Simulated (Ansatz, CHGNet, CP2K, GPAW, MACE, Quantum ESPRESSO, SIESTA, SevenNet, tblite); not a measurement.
## Quantum ESPRESSO on H11C3IN2 (P2_1/c) (68 atoms): settings against a plane-wave reference

How do the settings of Quantum ESPRESSO change the result for H11C3IN2 (P2_1/c) (68 atoms)? A plane-wave run serves as the yardstick.

Main program and level: Quantum ESPRESSO 7.5; the method is named at each step.

**1. The structure**

The cell holds 68 atoms: 44 H, 12 C, 4 I and 8 N. Its edges and angles: a = 5.015 Å, b = 10.147 Å, c = 14.500 Å, α = 90.0°, β = 103.6°, γ = 90.0°. It derives from H11C3IN2 (P2_1/c), repeated 1×1×1. H11C3IN2, space group P2_1/c, structure from the Crystallography Open Database, 1 x 1 x 1 conventional cells; positions as listed; bonds to H set to neutron lengths (C-H 1.089, N-H 1.015, O-H 0.983, B-H 1.19 Å) where the listed ones are shorter. Then every atom was moved at random, 0.03 Å r.m.s. a Cartesian component (hydrogen 0.6 of that).

The yardstick, on the same geometry:

- method: Kohn-Sham DFT, PBE, PAW, plane waves (Ansatz 0.2.0); cutoff 420 eV, Γ point, fermi-dirac smearing of 0.05 eV; PAW set soft_2
- r.m.s. force component: 1.384 eV/Å
- longest force: 6.69 eV/Å
- pressure: 3.772 GPa
- gap (highest filled to lowest empty level): 4.365 eV
- SCF cycles: 8
- time: 2.3 s on 8 threads of Arm Neoverse V2, shared host
- CPU time: 15 s

**2. PBE, sssp-1.3.0-efficiency, 60/480 Ry**

Method: Kohn-Sham DFT, PBE, SSSP efficiency 1.3.0 pseudopotentials, plane waves.

The input, pw.in:

```
&control
  calculation = 'scf'
  pseudo_dir = './pseudo'
  outdir = './tmp'
  disk_io = 'none'
  tprnfor = .true.
  tstress = .true.
/
&system
  ibrav = 0
  nat = 68
  ntyp = 4
  ecutwfc = 60
  ecutrho = 480
  nosym = .true.
  occupations = 'smearing'
  smearing = 'fd'
  degauss = 0.003675
/
&electrons
  conv_thr = 3.4e-07
  electron_maxstep = 100
  mixing_beta = 0.4
  mixing_mode = 'plain'
  diagonalization = 'david'
/
ATOMIC_SPECIES
H 1.008 H.upf
C 12.011 C.upf
I 126.904 I.upf
N 14.007 N.upf
CELL_PARAMETERS angstrom
5.01520 0.00000 0.00000
0.00000 10.14700 0.00000
-3.40914 0.00000 14.09395
ATOMIC_POSITIONS crystal
H 0.02333 0.93564 0.29321
H 0.96882 0.43182 0.20868
H 0.96547 0.06900 0.70464
H 0.03431 0.56695 0.79378
H 0.88328 0.00106 0.37494
H 0.11141 0.49905 0.12382
H 0.11216 0.99842 0.62488
H 0.88073 0.50358 0.87904
H 0.18952 0.91997 0.40688
H 0.81332 0.42204 0.09306
H 0.81664 0.07959 0.59337
H 0.18836 0.58232 0.90937
H 0.87260 0.36019 0.34856
H 0.12813 0.85921 0.15083
H 0.12013 0.64258 0.65082
H 0.87725 0.14541 0.84890
H 0.17401 0.43392 0.36956
H 0.83128 0.93757 0.13090
H 0.82928 0.56156 0.63071
H 0.16472 0.06264 0.86713
H 0.82315 0.54600 0.43372
H 0.17554 0.04856 0.06582
H 0.17266 0.45596 0.56603
H 0.82734 0.95217 0.93379
H 0.62881 0.56265 0.31641
H 0.36756 0.06189 0.18317
H 0.37510 0.44010 0.68253
H 0.63294 0.94109 0.81657
H 0.02127 0.68663 0.27603
H 0.98157 0.18736 0.22615
H 0.98468 0.31727 0.72758
H 0.01423 0.81447 0.77477
H 0.19529 0.67844 0.39476
H 0.80161 0.17898 0.10387
H 0.80704 0.32424 0.60614
H 0.20162 0.81777 0.89438
H 0.63385 0.80715 0.31610
H 0.35719 0.30880 0.18267
H 0.35359 0.19268 0.68452
H 0.64571 0.69219 0.81662
H 0.80524 0.79399 0.44013
H 0.19054 0.29423 0.06084
H 0.18911 0.20611 0.55967
H 0.81285 0.70464 0.94018
C 0.83602 0.55455 0.36095
C 0.16696 0.05424 0.14115
C 0.15931 0.44325 0.63592
C 0.83821 0.94120 0.86171
C 0.99745 0.67695 0.34847
C 0.01301 0.17686 0.15097
C 0.99337 0.31911 0.64847
C 0.98395 0.82202 0.84619
C 0.83986 0.80111 0.36433
C 0.14835 0.30191 0.13368
C 0.15866 0.19980 0.62901
C 0.84087 0.70038 0.87046
[... 8 atom lines left out ...]
N 0.97079 0.43282 0.33325
N 0.02122 0.93560 0.16439
N 0.02237 0.55785 0.66781
N 0.97488 0.06081 0.83344
K_POINTS gamma
```

Launch:

```bash
> OMP_NUM_THREADS=1 mpirun -np 2 pw.x -in pw.in > output.txt
```

What it wrote:

```text
Program PWSCF
     gamma-point specific algorithms are used
     Parallelization info
     sticks:   dense  smooth     PW     G-vecs:    dense   smooth      PW
     Min        3470    1738    434               429734   151997   19006
     Max        3473    1739    435               429737   151998   19007
     Sum        6943    3477    869               859471   303995   38013
     bravais-lattice index     =            0
     lattice parameter (alat)  =       9.4774  a.u.
     unit-cell volume          =    4840.1101 (a.u.)^3
     number of atoms/cell      =           68
     number of atomic types    =            4
     number of electrons       =       160.00
     number of Kohn-Sham states=           96
     kinetic-energy cutoff     =      60.0000  Ry
     charge density cutoff     =     480.0000  Ry
     scf convergence threshold =      3.4E-07
     mixing beta               =       0.4000
     number of iterations used =            8  plain     mixing
     Exchange-correlation= PBE
                           (   1   4   3   4   0   0   0)
     crystal axes: (cart. coord. in units of alat)
               a(1) = (   1.000000   0.000000   0.000000 )
               a(2) = (   0.000000   2.023249   0.000000 )
               a(3) = (  -0.679762   0.000000   2.810247 )
     reciprocal axes: (cart. coord. in units 2 pi/alat)
               b(1) = (  1.000000 -0.000000  0.241887 )
               b(2) = (  0.000000  0.494254 -0.000000 )
               b(3) = (  0.000000  0.000000  0.355841 )
     PseudoPot. # 1 for H :
     Pseudo is Ultrasoft, Zval =  1.0
     PseudoPot. # 2 for C :
     Pseudo is Projector augmented-wave + core cor, Zval =  4.0
     PseudoPot. # 3 for I :
     Pseudo is Projector augmented-wave + core cor, Zval =  7.0
     PseudoPot. # 4 for N :
     Pseudo is Ultrasoft + core correction, Zval =  5.0
     atomic species   valence    mass     pseudopotential
     H                 1.00     1.00800     H ( 1.00)
     C                 4.00    12.01100     C ( 1.00)
     I                 7.00   126.90400     I ( 1.00)
     N                 5.00    14.00700     N ( 1.00)
     No symmetry found
   Cartesian axes
     number of k points=     1  Fermi-Dirac smearing, width (Ry)=  0.0037
                       cart. coord. in units 2pi/alat
        k(    1) = (   0.0000000   0.0000000   0.0000000), wk =   2.0000000
     Dense  grid:   429736 G-vectors     FFT dimensions: (  72, 135, 192)
     Smooth grid:   151998 G-vectors     FFT dimensions: (  48,  96, 135)
     Initial potential from superposition of free atoms
     starting charge     159.9987, renormalised to     160.0000
     Starting wfcs are  140 randomized atomic wfcs
     Self-consistent Calculation
     iteration #  1     ecut=    60.00 Ry     beta= 0.40
     total energy              =   -1950.29972902 Ry
     estimated scf accuracy    <       6.05726567 Ry
     iteration #  2     ecut=    60.00 Ry     beta= 0.40
     total energy              =   -1950.79765385 Ry
     estimated scf accuracy    <       0.71378484 Ry
     iteration #  3     ecut=    60.00 Ry     beta= 0.40
     total energy              =   -1950.85878802 Ry
     estimated scf accuracy    <       0.15263367 Ry
     iteration #  4     ecut=    60.00 Ry     beta= 0.40
     total energy              =   -1950.87285523 Ry
     estimated scf accuracy    <       0.01491719 Ry
     iteration #  5     ecut=    60.00 Ry     beta= 0.40
     total energy              =   -1950.87503117 Ry
     estimated scf accuracy    <       0.00083965 Ry
     iteration #  6     ecut=    60.00 Ry     beta= 0.40
     total energy              =   -1950.87516170 Ry
     estimated scf accuracy    <       0.00040457 Ry
     iteration #  7     ecut=    60.00 Ry     beta= 0.40
     total energy              =   -1950.87527349 Ry
     estimated scf accuracy    <       0.00007589 Ry
     iteration #  8     ecut=    60.00 Ry     beta= 0.40
     total energy              =   -1950.87527222 Ry
     estimated scf accuracy    <       0.00001653 Ry
     iteration #  9     ecut=    60.00 Ry     beta= 0.40
     total energy              =   -1950.87527824 Ry
     estimated scf accuracy    <       0.00000377 Ry
     iteration # 10     ecut=    60.00 Ry     beta= 0.40
     End of self-consistent calculation
          k = 0.0000 0.0000 0.0000 ( 19007 PWs)   bands (ev):
   -18.9737 -18.8688 -18.7546 -18.6448 -16.7620 -16.7001 -16.6592 -16.4906
   -13.9137 -13.8326 -13.8255 -13.7720 -11.0519 -11.0316 -10.9997 -10.8694
    -9.7700  -9.7276  -9.7182  -9.6504  -9.5217  -9.4915  -9.3363  -9.3270
    -8.5009  -8.4680  -8.2443  -8.2041  -8.1383  -8.0644  -8.0352  -7.8314
    -6.8832  -6.8584  -6.6600  -6.5687  -6.4275  -6.3843  -6.3424  -6.1737
    -6.1051  -6.0213  -5.9239  -5.7283  -5.2027  -5.0244  -4.8476  -4.8060
    -4.2425  -4.1701  -4.1335  -4.0184  -3.6714  -3.6168  -3.5508  -3.5261
    -3.4968  -3.3209  -3.2690  -3.0373  -2.8989  -2.6601  -2.5437  -2.3266
    -0.6649  -0.5844  -0.4408  -0.3307  -0.1468  -0.0348   0.1277   0.2061
     0.2305   0.2980   0.3804   0.4251   0.5124   0.5536   0.5571   0.6030
     4.9664   5.2843   5.5655   5.6466   5.6966   5.7882   5.9525   6.0423
     6.3101   6.4470   6.6488   6.6855   6.7698   6.9232   6.9606   7.2353
     the Fermi energy is     2.6336 ev
!    total energy              =   -1950.87527913 Ry
     estimated scf accuracy    <       0.00000021 Ry
     smearing contrib. (-TS)   =       0.00000000 Ry
     internal energy E=F+TS    =   -1950.87527913 Ry
     The total energy is F=E-TS. E is the sum of the following terms:
     one-electron contribution =    -320.04469324 Ry
     hartree contribution      =     213.09737615 Ry
     xc contribution           =    -298.61257255 Ry
     ewald contribution        =    -189.23650160 Ry
     one-center paw contrib.   =   -1356.07888789 Ry
     convergence has been achieved in  10 iterations
     Forces acting on atoms (cartesian axes, Ry/au):
     atom    1 type  1   force =     0.02206245    0.01167838   -0.06998555
     atom    2 type  1   force =    -0.02601043    0.02242129    0.08465172
     atom    3 type  1   force =    -0.04236014   -0.01908206    0.14544959
     atom    4 type  1   force =    -0.01600780   -0.01120340   -0.03504743
     atom    5 type  1   force =    -0.03178339    0.05739089    0.02035968
     atom    6 type  1   force =     0.03627027    0.06676734   -0.00571214
     atom    7 type  1   force =     0.03926200   -0.08284072   -0.01208757
     atom    8 type  1   force =    -0.03603140   -0.07406214    0.01078462
     atom    9 type  1   force =    -0.02091890    0.01030846   -0.00112796
     atom   10 type  1   force =    -0.01034370    0.01064166   -0.00587090
     atom   11 type  1   force =    -0.03481863   -0.01559582   -0.03852991
     atom   12 type  1   force =    -0.04196457   -0.01336002   -0.01954130
     atom   13 type  1   force =    -0.08185674   -0.14640854    0.04995360
     atom   14 type  1   force =     0.01637255   -0.06438754   -0.02435935
     atom   15 type  1   force =    -0.01848007   -0.01515143    0.00300764
     atom   16 type  1   force =     0.01131305   -0.01507571    0.00554475
     atom   17 type  1   force =    -0.01234188   -0.01812482   -0.00125632
     atom   18 type  1   force =    -0.09491695   -0.01419972   -0.06557843
     atom   19 type  1   force =    -0.05499124    0.00865696   -0.03078130
     atom   20 type  1   force =     0.10288649    0.01006049    0.06263979
     atom   21 type  1   force =    -0.01250632    0.00289569    0.03271132
     atom   22 type  1   force =     0.01195831    0.00014545   -0.00031721
     atom   23 type  1   force =     0.02571111    0.00179911   -0.08701036
     atom   24 type  1   force =    -0.01854046   -0.00681075    0.04686812
[...]
atom   61 type  4   force =     0.02654614   -0.08035601    0.04075397
     atom   62 type  4   force =    -0.00405422   -0.10666535   -0.08199508
     atom   63 type  4   force =     0.07346523    0.14736745   -0.12562376
     atom   64 type  4   force =     0.10629180    0.08039874    0.05329178
     atom   65 type  4   force =     0.07517916    0.18536278   -0.04555140
     atom   66 type  4   force =     0.09925571    0.08688554    0.10425417
     atom   67 type  4   force =     0.08061282    0.01919065    0.03198393
     atom   68 type  4   force =    -0.12154540   -0.00879247   -0.06601574
     Total force =     0.766903     Total SCF correction =     0.000604
     Computing stress (Cartesian axis) and pressure
          total   stress  (Ry/bohr**3)                   (kbar)     P=       36.88
   0.00038501  -0.00001113   0.00002244           56.64       -1.64        3.30
  -0.00001113   0.00009977  -0.00000095           -1.64       14.68       -0.14
   0.00002244  -0.00000095   0.00026726            3.30       -0.14       39.31
     Message from routine punch:
     Nothing written, as per user request (disk_io='none')
```

Elapsed: 43 s, on 2 MPI ranks of Arm Neoverse V2, shared host; peak memory 1.3 GiB.

Banners, paths, timers and routine set-up lines are dropped from the logs unmarked, and long logs keep their key lines alone; longer cuts are marked.

Against the reference:

- r.m.s. force component: 1.381 eV/Å
- r.m.s. difference of force components: 11.83 meV/Å
- longest difference of force vectors: 58.9 meV/Å
- force difference over r.m.s. force: 0.855 %
- slope of forces against the reference's: 0.9977
- correlation of force components: 1
- gap (highest filled to lowest empty level): 4.363 eV
- gap difference: -0.0021 eV
- pressure: 3.688 GPa
- pressure difference: -0.0838 GPa

Length of the force difference by element (eV/Å):

| element | atoms | mean | most |
| --- | --- | --- | --- |
| C | 12 | 0.016 | 0.023 |
| H | 44 | 0.015 | 0.028 |
| I | 4 | 0.0014 | 0.0017 |
| N | 8 | 0.037 | 0.059 |

Levels nearest the highest filled one (eV from it): -0.75, -0.64, -0.48, -0.40, -0.37, -0.30, -0.22, -0.18, -0.09, -0.05, -0.05, 0.00, 4.36, 4.68, 4.96, 5.04, 5.09, 5.19, 5.35, 5.44, 5.71, 5.84, 6.05, 6.08.

The surroundings of I58, one of the 4 I atoms, nearest first, numbered as they follow in the input and with coordinates relative to it.

| atom | x | y | z | distance (Å) | bonds | Fx | Fy | Fz (eV/Å) |
| --- | --- | --- | --- | --- | --- | --- | --- | --- |
| I58 | 0.00 | 0.00 | 0.00 | 0.00 | 0 | 0.12 | 0.08 | 0.03 |
| H8 | 1.82 | 1.81 | -0.38 | 2.60 | 1 | -0.93 | -1.90 | 0.28 |
| H16 | 1.90 | -1.82 | -0.81 | 2.76 | 1 | 0.29 | -0.39 | 0.14 |
| H10 | 0.75 | 0.99 | 2.63 | 2.91 | 1 | -0.27 | 0.27 | -0.15 |
| H12 | -1.76 | 2.61 | 0.04 | 3.15 | 1 | -1.08 | -0.34 | -0.50 |
| H42 | -2.26 | -0.31 | 2.18 | 3.16 | 1 | -0.42 | 0.56 | 0.56 |
| H34 | 0.65 | -1.48 | 2.78 | 3.22 | 1 | 0.21 | -0.34 | 0.07 |
| H20 | -1.73 | -2.66 | -0.55 | 3.22 | 1 | 2.65 | 0.26 | 1.61 |
| H31 | -2.16 | -0.08 | -2.52 | 3.32 | 1 | 0.26 | -0.02 | -1.58 |

Forces lie 0.85 % from the reference's, at 5.9 times its CPU time (on 2 against 8 cores).

**3. PBE+D3(BJ), sssp-1.3.0-efficiency, 60/480 Ry**

Method: Kohn-Sham DFT, PBE+D3(BJ), SSSP efficiency 1.3.0 pseudopotentials, plane waves.

pw.in, as its differences from that of step 2:

```diff
@@ -18,2 +18,5 @@
   degauss = 0.003675
+  vdw_corr = 'dft-d3'
+  dftd3_version = 4
+  dftd3_threebody = .false.
 /
```

What it wrote:

```text
[banner, memory and clock lines left out]
Program PWSCF
     gamma-point specific algorithms are used
[... lines left out ...]
     total energy              =   -1951.11369825 Ry
[... lines left out ...]
     total energy              =   -1951.17483242 Ry
[... lines left out ...]
     total energy              =   -1951.19131662 Ry
[... lines left out ...]
     total energy              =   -1951.19132264 Ry
[... lines left out ...]
     the Fermi energy is     2.6336 ev
!    total energy              =   -1951.19132353 Ry
[... lines left out ...]
     The total energy is F=E-TS. E is the sum of the following terms:
[... lines left out ...]
     convergence has been achieved in  10 iterations
     Forces acting on atoms (cartesian axes, Ry/au):
     atom    1 type  1   force =     0.02214133    0.01175404   -0.07000110
     atom    2 type  1   force =    -0.02608440    0.02249578    0.08465114
     atom    3 type  1   force =    -0.04244199   -0.01915655    0.14544841
[...]
atom   67 type  4   force =     0.08045142    0.01943518    0.03230457
     atom   68 type  4   force =    -0.12137922   -0.00855617   -0.06632672
     Total force =     0.766752     Total SCF correction =     0.000604
     Computing stress (Cartesian axis) and pressure
          total   stress  (Ry/bohr**3)                   (kbar)     P=       26.26
   0.00031428  -0.00001111   0.00002213           46.23       -1.63        3.26
  -0.00001111   0.00002855  -0.00000091           -1.63        4.20       -0.13
   0.00002213  -0.00000091   0.00019263            3.26       -0.13       28.34
     Message from routine punch:
     Nothing written, as per user request (disk_io='none')
```

Elapsed: 43 s, on 2 MPI ranks; peak memory 1.3 GiB; 86 s of CPU time.

Against the reference:

* r.m.s. force component: 1.38 eV/Å
* r.m.s. difference of force components: 13.12 meV/Å
* longest difference of force vectors: 53.98 meV/Å
* force difference over r.m.s. force: 0.948 %
* slope of forces against the reference's: 0.9975
* correlation of force components: 1
* gap (highest filled to lowest empty level): 4.363 eV
* gap difference: -0.0021 eV
* pressure: 2.626 GPa
* pressure difference: -1.146 GPa

Against the first run (0.85 %), the force difference from the reference is 0.95 %, at 0.99 times the CPU time; the model has changed, so this is no error of the program alone.

**4. Side by side**

Differences are against the plane-wave reference, forces as r.m.s. over components; share is that over the reference's r.m.s. force, slope the least-squares factor from reference forces to these. Total energies of different programs have different zeros and aren't compared.

| run | Δ force, r.m.s. (meV/Å) | share (%) | slope | Δ pressure (GPa) | Δ gap (eV) | cores | CPU time | memory (GiB) |
| --- | --- | --- | --- | --- | --- | --- | --- | --- |
| reference | - | - | - | - | - | 8 | 15 s | 0.79 |
| QE PBE, sssp-1.3.0-efficiency, 60/480 Ry | 11.8 | 0.855 | 0.998 | -0.0838 | -0.0021 | 2 | 87 s | 1.3 |
| QE PBE+D3(BJ), sssp-1.3.0-efficiency, 60/480 Ry | 13.1 | 0.948 | 0.998 | -1.15 | -0.0021 | 2 | 86 s | 1.3 |

CPU time is summed over cores on a shared host, where runs went side by side, so it is rough. Symmetry, cutoffs, thresholds, outputs and thread counts weren't matched or tuned between programs; memory under MPI is the largest rank's times the ranks.

A second geometry, displaced anew (every atom was moved at random, 0.04 Å r.m.s. a Cartesian component (hydrogen 0.6 of that)), gives an energy difference that all programs can be tested on. The reference puts it at 14.11 meV/atom.

| run | energy less the first geometry's (meV/atom) | error (meV/atom) | force share at the second geometry (%) |
| --- | --- | --- | --- |
| QE PBE, sssp-1.3.0-efficiency, 60/480 Ry | 14.23 | 0.120 | 0.696 |
| QE PBE+D3(BJ), sssp-1.3.0-efficiency, 60/480 Ry | 14.21 | 0.0957 | 0.785 |

Left out of this page: QE PBE, sssp-1.3.0-efficiency, 60/480 Ry (killed or ended with an error).

**5. Results**

| Item | Value |
| --- | --- |
| nearest in forces | QE PBE, sssp-1.3.0-efficiency, 60/480 Ry, 0.85 % |
| its CPU time | 87 s |

PBE on plane waves or a grid with other potentials, cutoffs or grids differs from the reference by 0.85 % (QE PBE, sssp-1.3.0-efficiency, 60/480 Ry) of the r.m.s. force; this holds the reference's own error, so differences of a few per cent don't tell which side is nearer the exact PBE result (QE's 60 Ry are 816 eV, against the reference's 420 eV). Rows with another functional or a dispersion term differ by 0.95 % (QE PBE+D3(BJ), sssp-1.3.0-efficiency, 60/480 Ry), which mixes the change of model with differences of basis and potentials. None of the electronic-structure runs in the table takes under half the reference's CPU time of 15 s; they take 5.9 to 5.9 times as much. PBE gaps agree with the reference's 4.37 eV within 0.003 eV. These are spacings on the run's k-points, which needn't hold the band edges. The energy difference between the two geometries, 14.1 meV/atom in the reference, is met best by QE PBE+D3(BJ), sssp-1.3.0-efficiency, 60/480 Ry (+0.0957) and worst by QE PBE, sssp-1.3.0-efficiency, 60/480 Ry (+0.12). The potentials hold different valence shells: 200 electrons in the reference, 160 in Quantum ESPRESSO with SSSP; this bears on time and differences. The cell is under 6 Å thick along one periodic direction, so every atom has periodic images of itself close by, which move with it and show among its neighbours and in g(r). The reference's stress is far from hydrostatic: its diagonal is 5.7, 1.5, 4.0 GPa, compression counted positive. The reference's PBE has no dispersion term, which matters for the binding between molecules or layers. The published positions, changed by the recipe (random displacements or longer bonds to H), lie far from the minimum at this level of theory. The reference's pressure of 3.8 GPa belongs to a cell and atoms that aren't relaxed at this level. The electronic-structure runs sample only Γ, in a cell whose shortest periodic width is 5 Å. Spin–orbit coupling is left out, which matters for the levels of the heavy elements.

[Also dropped from logs without a mark: logging warnings of Python, and SIESTA's first energy breakdown and zero terms.]

[Logs are printed without paths, hosts, clocks, repeated set-up lines and the standing remarks that a program may print on its own settings, such as how far it seeks lower states.]

[Hosts, paths, dates, database ids (printed as entryN), source tags and the programs' standing remarks are cut or masked in the printed files.]
